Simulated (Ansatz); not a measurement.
In doubt: masses and optical values from hybrid runs of this build are listed as unsure, which bears on the screening that GW takes from such a start.

Rows from a G0W0 calculation on WSe2 (P6_3/mmc) (Ansatz 0.2.0; G0W0 on HSE06, plane waves, PAW; 6×6×2 mesh, 276 empty bands, screening to 100 eV), in eV. Spin-orbit coupling is left out.

The database entry behind the starting cell differs from later determinations by our own check (a about 0.2 % long), so it need not match the best structure at ambient conditions.

```
row                      k  band   start       Σx  Σc at the solution      Vxc
  A  (0.167, 0.167, 0.000)    c1  14.080  -12.836              -3.488  -16.427
  B                      Γ    c1  15.909  -13.674              -3.940  -17.764
  C  (0.167, 0.167, 0.000)    c2  15.044  -13.936              -3.887  -17.953
  D  (0.167, 0.167, 0.000)    v1  11.370  -19.299               1.159  -18.301
  E                      Γ    v2  11.406  -18.142               1.044  -17.203
  F                      Γ    v1  12.634  -19.354               0.573  -18.902
```

**Question.** Work out each quasiparticle level and how far it moved.

The quasiparticle equation reads E = start + Σx + Σc(E) − Vxc.

```
row  E (eV)  shift (eV)
  A  14.183      +0.103
  B  16.059      +0.150
  C  15.172      +0.129
  D  11.531      +0.161
  E  11.511      +0.105
  F  12.755      +0.121
```

The gap over the computed points goes from 1.45 eV to 1.43 eV.

Limits: not at the basis limit; no spin-orbit coupling.

[Paths, hosts, dates, memory and timing lines, banners, echoed tables and standing remarks are left out of the program output.]

[Logs are printed without paths, hosts, clocks, repeated set-up lines and the standing remarks that a program may print on its own settings, such as how far it seeks lower states.]

[Runs of the session that timed out or met a known fault of the program may be left out.]

[Cells called generated may have been cut or substituted from an entry of the Crystallography Open Database or the Materials Project.]

[Hosts, paths, dates, database ids (printed as entryN), source tags and the programs' standing remarks are cut or masked in the printed files.]
